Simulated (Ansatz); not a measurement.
**How fast states decay through Y2Zn2AsPO2**

Wanted: the relaxed cell of Y2Zn2AsPO2, its band edges and its decay constants. It is built by putting As for part of the P in the YZnPO structure of space group R-3m, with the volume rescaled by atomic radii. The parent structure comes from the Materials Project.

Program: Ansatz 0.2.0. Level of theory: LDA DFT, plane waves, PAW files, in the first sound run; inputs show where later runs differ. Results are calculated unless marked as measured.

The structure was built from a prototype and need not be the compound's stable phase.

**1. The starting structure**

The structure is trigonal, space group R3m (No. 160). The conventional cell has a = 3.934 Å, b = 3.934 Å, c = 30.698 Å, α = 90.00°, β = 90.00°, γ = 120.00°. Nearest to Y lie 4 O at 2.29 to 2.34 Å and 3 P at 3.03 Å. Nearest to Y lie 4 O at 2.29 to 2.34 Å and 3 As at 3.03 Å. Zn has 3 As at 2.40 Å and 1 P at 2.59 Å nearest. Zn has 3 P at 2.40 Å and 1 As at 2.59 Å nearest. Nearest to As lie 4 Zn at 2.40 to 2.59 Å and 3 Y at 3.03 Å. Nearest to P lie 4 Zn at 2.40 to 2.59 Å and 3 Y at 3.03 Å. It derives from YZnPO. As for part of the P in the YZnPO structure of space group R-3m. Farther neighbours and most contacts between anions are not listed.

**2. Relaxing the new crystal**

The substituted atoms don't fit the parent's cell, so cell and atoms relax together. A small smearing keeps the run stable in case the gap closes on the way.

Contents of input.yaml:

```yaml
crystal:
  lattice:
    - [1.9670559063, 1.135680257, 10.2327402082]
    - [-1.9670559063, 1.135680257, 10.2327402082]
    - [0.0, -2.2713605141, 10.2327402082]
  atoms:
    - { symbol: "Y", position: [0.379817, 0.379817, 0.379817] }
    - { symbol: "Y", position: [0.620183, 0.620183, 0.620183] }
    - { symbol: Zn, position: [0.196223, 0.196223, 0.196223] }
    - { symbol: Zn, position: [0.803777, 0.803777, 0.803777] }
    - { symbol: As, position: [0.888093, 0.888093, 0.888093] }
    - { symbol: P, position: [0.111907, 0.111907, 0.111907] }
    - { symbol: O, position: [0.305282, 0.305282, 0.305282] }
    - { symbol: O, position: [0.694718, 0.694718, 0.694718] }
kpoints:
  mp_grid: { grid: [6, 6, 6] }
scf:
  occupations: { method: gaussian, width: 0.03 }
hamiltonian:
  xc: lda
output:
  forces: true
  stress: true
relax:
  f_tol: 0.02
  max_steps: 60
  cell: {}
```

The run is started by

```sh
ansatz run input.yaml --threads 2 --pin off --max-ram 4096MiB --backend cpu --events-out ev --progress --plain --runs-dir out
```

Numbers of over 12 decimals in the logs are rounded to 6 here.

Output:

```text
basis.fft_grid_basis auto: the FFT boxes are laid along the combinations [[1, 0, -1], [0, 1, -1], [0, 0, 1]] of the cell's own vectors, 3.934, 3.934 and 10.482 Å long. The dense box has 27×27×72 points. Along the cell's own vectors, as sized, it would have 72×72×72, 7.11 times as many. Of the 6 symmetry operations that the crystal satisfies within crystal.symmetry.tolerance (time reversal apart; of a slab, those that [...]
Engine: ansatz 0.2.0, x86_64-unknown-linux-gnu
Pseudopotentials: kind: paw
Pseudopotential: Y, paw, valence charge 11, recommended cutoff 420 eV (normal), Y.paw.azcp
Pseudopotential: Zn, paw, valence charge 12, recommended cutoff 420 eV (normal), Zn.paw.azcp
Pseudopotential: As, paw, valence charge 15, recommended cutoff 420 eV (normal), As.paw.azcp
Pseudopotential: P, paw, valence charge 5, recommended cutoff 420 eV (normal), P.paw.azcp
Pseudopotential: O, paw, valence charge 6, recommended cutoff 420 eV (normal), O.paw.azcp
Functional definition: SPW92
  exchange = slater_x
  correlation = pw_c
Crystal: 8 atoms, lattice volume = 137.156 Å³
Basis set: ecut = 420 eV, 2699 PW (Γ), FFT grids on a1−a3, a2−a3, a3
Bands: 47, of which v1, the nominal top of the filled ones, is band 39 counted from 1 (38 counted from 0)
Symmetry: 6 space group operations
Space group: R3m (ITA 160), of the structure as read, at distance tolerance 5.2e-5 Å
k-points: 32 of 216 (time reversal used)
Non-local potential: Y, projectors of the file, l = 0: 3, l = 1: 2, l = 2: 2, l = 3: 1
Non-local potential: Zn, projectors of the file, l = 0: 2, l = 1: 2, l = 2: 3, l = 3: 1
Non-local potential: As, projectors of the file, l = 0: 2, l = 1: 2, l = 2: 3, l = 3: 1
Non-local potential: P, projectors of the file, l = 0: 2, l = 1: 2, l = 2: 2
Non-local potential: O, projectors of the file, l = 0: 2, l = 1: 2, l = 2: 1
PAW form: soft (Blöchl's): semilocal exchange-correlation on the pseudo side does not see the compensation charge
PAW frozen core: Y, regenerated for the run's functional, and the local potential with it (the file was generated under x = pbe(κ = 0.804, μ = 0.219515), c = pbe(β = 0.066725))
PAW frozen core: Zn, regenerated for the run's functional, and the local potential with it (the file was generated under x = pbe(κ = 0.804, μ = 0.219515), c = pbe(β = 0.066725))
PAW frozen core: As, regenerated for the run's functional, and the local potential with it (the file was generated under x = pbe(κ = 0.804, μ = 0.219515), c = pbe(β = 0.066725))
PAW frozen core: P, regenerated for the run's functional, and the local potential with it (the file was generated under x = pbe(κ = 0.804, μ = 0.219515), c = pbe(β = 0.066725))
PAW frozen core: O, regenerated for the run's functional, and the local potential with it (the file was generated under x = pbe(κ = 0.804, μ = 0.219515), c = pbe(β = 0.066725))
PAW one-centre angular grid: Y, 590 points (default); XC on 64 Gauss nodes
PAW one-centre angular grid: Zn, 590 points (default); XC on 64 Gauss nodes
PAW one-centre angular grid: As, 590 points (default); XC on 64 Gauss nodes
PAW one-centre angular grid: P, 110 points (default); XC on 64 Gauss nodes
PAW one-centre angular grid: O, 110 points (default); XC on 64 Gauss nodes
Initial density: superposition of atomic densities (neutral atoms: chi_scale 0, normalization atom), corrected by the library's trained network
Initial wavefunctions: pseudopotential atomic-orbital guess
Functional: x = slater, c = lda
SCF iter   1: F=—  HF=-20603.844521 eV  |F-HF|=—  |Δ(HF+E_count)|=         —  Δρ=1.08e-2  dr2=1.51e-1  ethr=1.77e-3  ⟨swp⟩=7.9  Hψ=6804  notcnv=0
preconditioner: auto → Resta (q_TF=auto, 2.483 Å⁻¹)  ε∞=5.1  [insulator: Δε(μ)=0.950 eV  Ē_g=12.596 eV  σ=0.030 eV  W_gap=1.00  n_scr=44 (ndim 8)  ℏωp=25.4 eV  f_vac=0.021  D(μ)=0.00/eV (n_scr^D=0)  ε∞_Penn≈5.1]
SCF iter   2: F=—  HF=-20603.814014 eV  |F-HF|=—  |Δ(HF+E_count)|=   3.05e-2  Δρ=4.40e-3  dr2=1.87e-2  ethr=1.94e-4  ⟨swp⟩=2.7  Hψ=2828  notcnv=0  defer=83
SCF iter   3: F=—  HF=-20603.810413 eV  |F-HF|=—  |Δ(HF+E_count)|=   3.60e-3  Δρ=2.06e-3  dr2=4.14e-3  ethr=2.40e-5  ⟨swp⟩=2.0  Hψ=2419  notcnv=0  defer=83
SCF iter   4: F=—  HF=-20603.809595 eV  |F-HF|=—  |Δ(HF+E_count)|=   8.18e-4  Δρ=6.10e-4  dr2=6.16e-4  ethr=5.31e-6  ⟨swp⟩=2.2  Hψ=2165  notcnv=0  defer=83
SCF iter   5: F=—  HF=-20603.809471 eV  |F-HF|=—  |Δ(HF+E_count)|=   1.25e-4  Δρ=2.32e-4  dr2=8.32e-5  ethr=7.90e-7  ⟨swp⟩=2.1  Hψ=2133  notcnv=0  defer=83
SCF iter   6: F=—  HF=-20603.809450 eV  |F-HF|=—  |Δ(HF+E_count)|=   2.09e-5  Δρ=7.59e-5  dr2=1.05e-5  ethr=1.07e-7  ⟨swp⟩=2.0  Hψ=2142  notcnv=0  defer=83
SCF iter   7: F=—  HF=-20603.809449 eV  |F-HF|=—  |Δ(HF+E_count)|=   9.38e-7  Δρ=1.93e-5  dr2=8.70e-7  ethr=1.35e-8  ⟨swp⟩=2.8  Hψ=2539  notcnv=0  defer=83
SCF iter   8: F=—  HF=-20603.809449 eV  |F-HF|=—  |Δ(HF+E_count)|=   1.26e-7  Δρ=1.19e-5  dr2=1.75e-7  ethr=1.12e-9  ⟨swp⟩=2.0  Hψ=2620  notcnv=0  defer=83
SCF iter   9: F=-20603.809449 eV  HF=-20603.809449 eV  |F-HF|=4.05e-8  |Δ(HF+E_count)|=   4.48e-8  Δρ=6.11e-6  dr2=4.04e-8  ethr=1.28e-10  ⟨swp⟩=4.5  Hψ=5784  notcnv=0
SCF 1 converged in 9 iterations: F = -20603.809449 eV  dr2 = 4.04e-8
  greatest PAW one-centre occupation: 0.999 electrons in one spin orbital (limit 2), on the As atom at site 4 (counted from 0), in its partial waves of l = 2
relax step   1: F+E_penalty+E_count = -20603.80944877 eV  Δ(F+E_penalty+E_count) = +0.000e0 eV  max|allowed force component| = 9.877e-1 eV/Å  Δτ_max = 0.0000 Å  P = -7.309 GPa  Ω = 137.156 Å³  (9 SCF iters, dr2 threshold 1.00e-7 eV, accepted)
Crystal: 8 atoms, lattice volume = 123.706 Å³
Basis set: ecut = 420 eV, 2409 PW (Γ), FFT grids on a1−a3, a2−a3, a3
Initial density: handed on by an earlier stage of this run
Initial wavefunctions: those handed on with the density
iter 1 solved again at ethr=3.01e-4 eV; its pass at ethr=3.10e-3 eV (dr2=2.35e-1 eV) is discarded
SCF iter   1: F=—  HF=-20603.954014 eV  |F-HF|=—  |Δ(HF+E_count)|=         —  Δρ=1.11e-2  dr2=2.36e-1  ethr=3.01e-4  ⟨swp⟩=2.3  Hψ=8960  notcnv=0
preconditioner: auto → Resta (q_TF=auto, 2.526 Å⁻¹)  ε∞=5.2  [insulator: Δε(μ)=0.851 eV  Ē_g=12.959 eV  σ=0.030 eV  W_gap=1.00  n_scr=36 (ndim 8)  ℏωp=26.7 eV  f_vac=0.006  D(μ)=0.00/eV (n_scr^D=0)  ε∞_Penn≈5.2]
SCF iter   2: F=—  HF=-20603.900524 eV  |F-HF|=—  |Δ(HF+E_count)|=   5.35e-2  Δρ=5.22e-3  dr2=3.95e-2  ethr=3.01e-4  ⟨swp⟩=3.5  Hψ=2353  notcnv=0
SCF iter   3: F=—  HF=-20603.890627 eV  |F-HF|=—  |Δ(HF+E_count)|=   9.90e-3  Δρ=3.19e-3  dr2=1.07e-2  ethr=5.07e-5  ⟨swp⟩=3.1  Hψ=2779  notcnv=0  defer=78
[...]
SCF iter   5: F=—  HF=-20604.081130 eV  |F-HF|=—  |Δ(HF+E_count)|=   1.47e-4  Δρ=2.83e-4  dr2=1.22e-4  ethr=9.88e-7  ⟨swp⟩=2.0  Hψ=2115  notcnv=0  defer=85
SCF iter   6: F=—  HF=-20604.081110 eV  |F-HF|=—  |Δ(HF+E_count)|=   2.00e-5  Δρ=1.20e-4  dr2=1.95e-5  ethr=1.56e-7  ⟨swp⟩=2.0  Hψ=2237  notcnv=0  defer=85
SCF iter   7: F=—  HF=-20604.081108 eV  |F-HF|=—  |Δ(HF+E_count)|=   1.88e-6  Δρ=3.62e-5  dr2=1.71e-6  ethr=2.50e-8  ⟨swp⟩=2.0  Hψ=2094  notcnv=0  defer=85
SCF iter   8: F=-20604.081108 eV  HF=-20604.081108 eV  |F-HF|=1.47e-7  |Δ(HF+E_count)|=   6.32e-8  Δρ=1.86e-5  dr2=3.77e-7  ethr=1.03e-9  ⟨swp⟩=4.3  Hψ=5470  notcnv=0
SCF 3 converged in 8 iterations: F = -20604.081108 eV  dr2 = 3.77e-7
relax step   3: F+E_penalty+E_count = -20604.08110785 eV  Δ(F+E_penalty+E_count) = -1.951e-1 eV  max|allowed force component| = 1.801e-1 eV/Å  Δτ_max = 0.1225 Å  P = -0.751 GPa  Ω = 129.254 Å³  energy of the carried Pulay correction = +1.353e-2 eV  (8 SCF iters, dr2 threshold 8.00e-7 eV, accepted)
[...]
relax step   4: F+E_penalty+E_count = -20604.08870915 eV  Δ(F+E_penalty+E_count) = -7.601e-3 eV  max|allowed force component| = 1.558e-1 eV/Å  Δτ_max = 0.0221 Å  P = -0.100 GPa  Ω = 128.295 Å³  energy of the carried Pulay correction = +1.522e-2 eV  (6 SCF iters, dr2 threshold 8.00e-7 eV, accepted)
[...]
relax step   5: F+E_penalty+E_count = -20604.08934969 eV  Δ(F+E_penalty+E_count) = -6.405e-4 eV  max|allowed force component| = 1.423e-1 eV/Å  Δτ_max = 0.0405 Å  P = -0.196 GPa  Ω = 128.511 Å³  energy of the carried Pulay correction = +1.484e-2 eV  (7 SCF iters, dr2 threshold 8.00e-7 eV, accepted)
[...]
relax step   6: F+E_penalty+E_count = -20604.09305900 eV  Δ(F+E_penalty+E_count) = -3.709e-3 eV  max|allowed force component| = 3.167e-2 eV/Å  Δτ_max = 0.0139 Å  P = -0.002 GPa  Ω = 128.258 Å³  energy of the carried Pulay correction = +1.529e-2 eV  (5 SCF iters, dr2 threshold 8.00e-7 eV, accepted)
[...]
relax step   7: F+E_penalty+E_count = -20604.09312095 eV  Δ(F+E_penalty+E_count) = -6.195e-5 eV  max|allowed force component| = 1.181e-2 eV/Å  Δτ_max = 0.0020 Å  P = +0.002 GPa  Ω = 128.254 Å³  energy of the carried Pulay correction = +1.530e-2 eV  (5 SCF iters, dr2 threshold 6.27e-8 eV, accepted)
[...]
relax step   8: F+E_penalty+E_count = -20604.08182730 eV  Δ(F+E_penalty+E_count) = +1.129e-2 eV  max|allowed force component| = 1.143e-2 eV/Å  Δτ_max = 0.0000 Å  P = -0.134 GPa  Ω = 128.254 Å³  stress off target by 1.40e-1 GPa  SCF on the basis re-selected at this cell (its energy is not comparable with the rows above)  (8 SCF iters)
[...]
relax step   9: F+E_penalty+E_count = -20604.08214785 eV  Δ(F+E_penalty+E_count) = -3.205e-4 eV  max|allowed force component| = 7.127e-3 eV/Å  Δτ_max = 0.0011 Å  P = +0.005 GPa  Ω = 128.112 Å³  energy of the carried Pulay correction = +2.531e-4 eV  (5 SCF iters, dr2 threshold 4.91e-8 eV, accepted)
iter 1 solved again at ethr=5.28e-7 eV; its pass at ethr=3.10e-3 eV (dr2=4.11e-4 eV) is discarded
SCF iter   1: F=—  HF=-20604.081874 eV  |F-HF|=—  |Δ(HF+E_count)|=         —  Δρ=7.80e-6  dr2=2.87e-8  ethr=5.28e-7  ⟨swp⟩=3.1  Hψ=10457  notcnv=0
eigensolver tolerance schedule: the retry pair's looser diagonalisation over-reported the residual by 14319.89 of it (diagonalisation noise at an unbounded share of the residual, at the tolerance the schedule requests for it); recorded, not acted on — ethr = c·dr2/N_el stays at c = 1.0e-1
preconditioner: auto → Resta (q_TF=auto, 2.512 Å⁻¹)  ε∞=5.1  [insulator: Δε(μ)=0.773 eV  Ē_g=12.935 eV  σ=0.030 eV  W_gap=1.00  n_scr=36 (ndim 8)  ℏωp=26.2 eV  f_vac=0.015  D(μ)=0.00/eV (n_scr^D=0)  ε∞_Penn≈5.1]
SCF iter   2: F=—  HF=-20604.081875 eV  |F-HF|=—  |Δ(HF+E_count)|=   7.97e-7  Δρ=4.29e-6  dr2=1.12e-8  ethr=3.68e-11  ⟨swp⟩=3.2  Hψ=3640  notcnv=0
SCF iter   3: F=—  HF=-20604.081875 eV  |F-HF|=—  |Δ(HF+E_count)|=  3.78e-10  Δρ=1.93e-6  dr2=4.07e-9  ethr=1.44e-11  ⟨swp⟩=2.0  Hψ=2105  notcnv=0
SCF iter   4: F=—  HF=-20604.081875 eV  |F-HF|=—  |Δ(HF+E_count)|=  1.46e-10  Δρ=6.75e-7  dr2=6.56e-10  ethr=5.22e-12  ⟨swp⟩=2.2  Hψ=2305  notcnv=0
SCF iter   5: F=—  HF=-20604.081875 eV  |F-HF|=—  |Δ(HF+E_count)|=  5.09e-11  Δρ=4.28e-7  dr2=1.97e-10  ethr=1.00e-12  ⟨swp⟩=2.0  Hψ=2300  notcnv=0
SCF iter   6: F=-20604.081875 eV  HF=-20604.081875 eV  |F-HF|=1.46e-11  |Δ(HF+E_count)|=  2.18e-11  Δρ=1.47e-7  dr2=3.32e-11  ethr=1.00e-12  ⟨swp⟩=4.2  Hψ=5329  notcnv=0
SCF 10 converged in 6 iterations: F = -20604.081875 eV  dr2 = 3.32e-11
relax step  10: F+E_penalty+E_count = -20604.08187508 eV  Δ(F+E_penalty+E_count) = +2.728e-4 eV  max|allowed force component| = 7.112e-3 eV/Å  Δτ_max = 0.0000 Å  P = +0.004 GPa  Ω = 128.112 Å³  stress off target by 1.43e-2 GPa  SCF on the basis re-selected at this cell (its energy is not comparable with the rows above)  (6 SCF iters)
basis re-selected at this cell: Δ(F+E_penalty+E_count) = +2.728e-4 eV, ΔP = -0.002 GPa vs the last step (what re-selecting the basis moved, of the pressure what is left beyond the Pulay correction that the steps carried, after the strain that the cell walked since its last selection, with what the two solves' SCF thresholds leave and, on support functions, any second-order correction that the steps lacked; it is no m [...]
SCF converged after 6 iterations
Free energy (F): -20604.081875 eV
Harris-Foulkes:  -20604.081875 eV  (|F-HF|=1.46e-11)
Internal energy: -20604.081875 eV  (E = F + TS)
E sigma→0 (E₀):  -20604.081875 eV
Fermi energy:    11.834011 eV
--- Per-component energies (eV) ---
  E_band       = -278.211679
  E_kinetic    = 1407.555647
  E_local      = -7475.195388  (includes V_loc(G=0)·N_el)
  E_nonlocal   = 806.849610
  E_hartree    = 3291.137147
  E_xc         = -908.429670
  E_vxc        = -842.423764  (∫ρ·V_xc dr)
  E_paw        = -11545.222397  (= ΣΔE_a)
  E_vpaw       = -757.276216  (= ΣTr[D̂ρ^β])
  E_aug_tail   = 0.004265  (compensation charges beyond the density's cutoff)
  E_ewald      = -6186.940968
  E_core_change = 6.159879  (= ΣΔE_core)
  E_smearing   = -0.000000  (= −TS)
  E_closure    = 0.000000  (closes the sum)
  Σ components = -20604.081875   (vs F -20604.081875, Δ=0.00e0)
--- Forces (eV/Å), atoms counted from 1 ---
  atom   1  Y     -0.00000000    -0.00000000     0.00216332
  atom   2  Y      0.00000000     0.00000000    -0.00238001
  atom   3  Zn     0.00000000    -0.00000000     0.00021180
  atom   4  Zn    -0.00000000     0.00000000    -0.00364223
  atom   5  As    -0.00000000    -0.00000000     0.00711111
  atom   6  P      0.00000000     0.00000000    -0.00438614
  atom   7  O     -0.00000000    -0.00000000     0.00084947
  atom   8  O      0.00000000    -0.00000000     0.00006799
  max |Σ_I F_I| component: 4.69e-6 eV/Å
--- Stress (GPa, compression-positive) ---
       -0.001361       0.000000       0.000000
        0.000000      -0.001361      -0.000000
        0.000000      -0.000000       0.014304
  P = ⅓ Tr σ = 0.0039 GPa (0.039 kbar)
--- Relaxed structure (8 steps of the walk, 8 accepted, 2 SCFs on fresh bases) ---
  F+E_penalty+E_count = -20604.08187508 eV   max|allowed force component| = 7.112e-3 eV/Å   (the final SCF, on the basis selected at the relaxed cell)
  cell:  # Å, volume = 128.1121 Å³
    - [1.922800, 1.110129, 10.003028]
    - [-1.922800, 1.110129, 10.003028]
    - [0, -2.220258, 10.003028]
  atoms:
    - { symbol: Y, position: [0.380032, 0.380032, 0.380032] }
    - { symbol: Y, position: [0.621803, 0.621803, 0.621803] }
    - { symbol: Zn, position: [0.193138, 0.193138, 0.193138] }
    - { symbol: Zn, position: [0.802787, 0.802787, 0.802787] }
    - { symbol: As, position: [0.889198, 0.889198, 0.889198] }
    - { symbol: P, position: [0.111123, 0.111123, 0.111123] }
    - { symbol: O, position: [0.306439, 0.306439, 0.306439] }
    - { symbol: O, position: [0.695481, 0.695481, 0.695481] }
```

Wall time 44 s (2 threads of AMD EPYC 9R45, shared host); peak memory 0.57 GiB; 85 s of CPU time.

Step by step:

```csv
step,energy less that of the first step (eV),largest force component (eV/Å),pressure (GPa),volume (Å³)
1,0.0000,0.9877,-7.31,137.16
2,-0.0766,1.3894,4.35,123.71
3,-0.2717,0.1801,-0.75,129.25
4,-0.2793,0.1558,-0.10,128.29
5,-0.2799,0.1423,-0.20,128.51
6,-0.2836,0.0317,0.00,128.26
7,-0.2837,0.0118,0.00,128.25
8*,-0.2724,0.0114,-0.13,128.25
9,-0.2727,0.0071,0.01,128.11
10*,-0.2724,0.0071,0.00,128.11
```

Relaxation steps marked * repeat the geometry before them on a plane-wave basis chosen anew for their cell, so energy and pressure can jump there.

Forces are held to the 6 operations that the run works with; a distortion that breaks them can't arise in this run.

```csv
"conventional cell, symmetrised",before,after,change
a (Å),3.934,3.846,-2.2 %
b (Å),3.934,3.846,-2.2 %
c (Å),30.698,30.009,-2.2 %
volume (Å³/atom),17.14,16.01,-6.6 %
```

The atoms that moved most (Å, as changes of fractional coordinates times the final cell):

```csv
atom,dx,dy,dz,length
Zn3,0.000,0.000,-0.093,0.093
Y2,0.000,0.000,0.049,0.049
O7,0.000,0.000,0.035,0.035
As5,0.000,0.000,0.033,0.033
Zn4,0.000,0.000,-0.030,0.030
P6,0.000,0.000,-0.024,0.024
O8,0.000,0.000,0.023,0.023
Y1,0.000,0.000,0.006,0.006
```

Numbers from this step:

```
free energy  : -20604.0819 eV
Fermi energy : 11.83 eV
pressure     : 0.003861 GPa
```

The largest force component on a free atom ends at 0.0071 eV/Å.

(Continued in part 2 of 3.)

[Logs are printed without paths, hosts, clocks, repeated set-up lines and the standing remarks that a program may print on its own settings, such as how far it seeks lower states.]

[Hosts, paths, dates, database ids (printed as entryN), source tags and the programs' standing remarks are cut or masked in the printed files.]
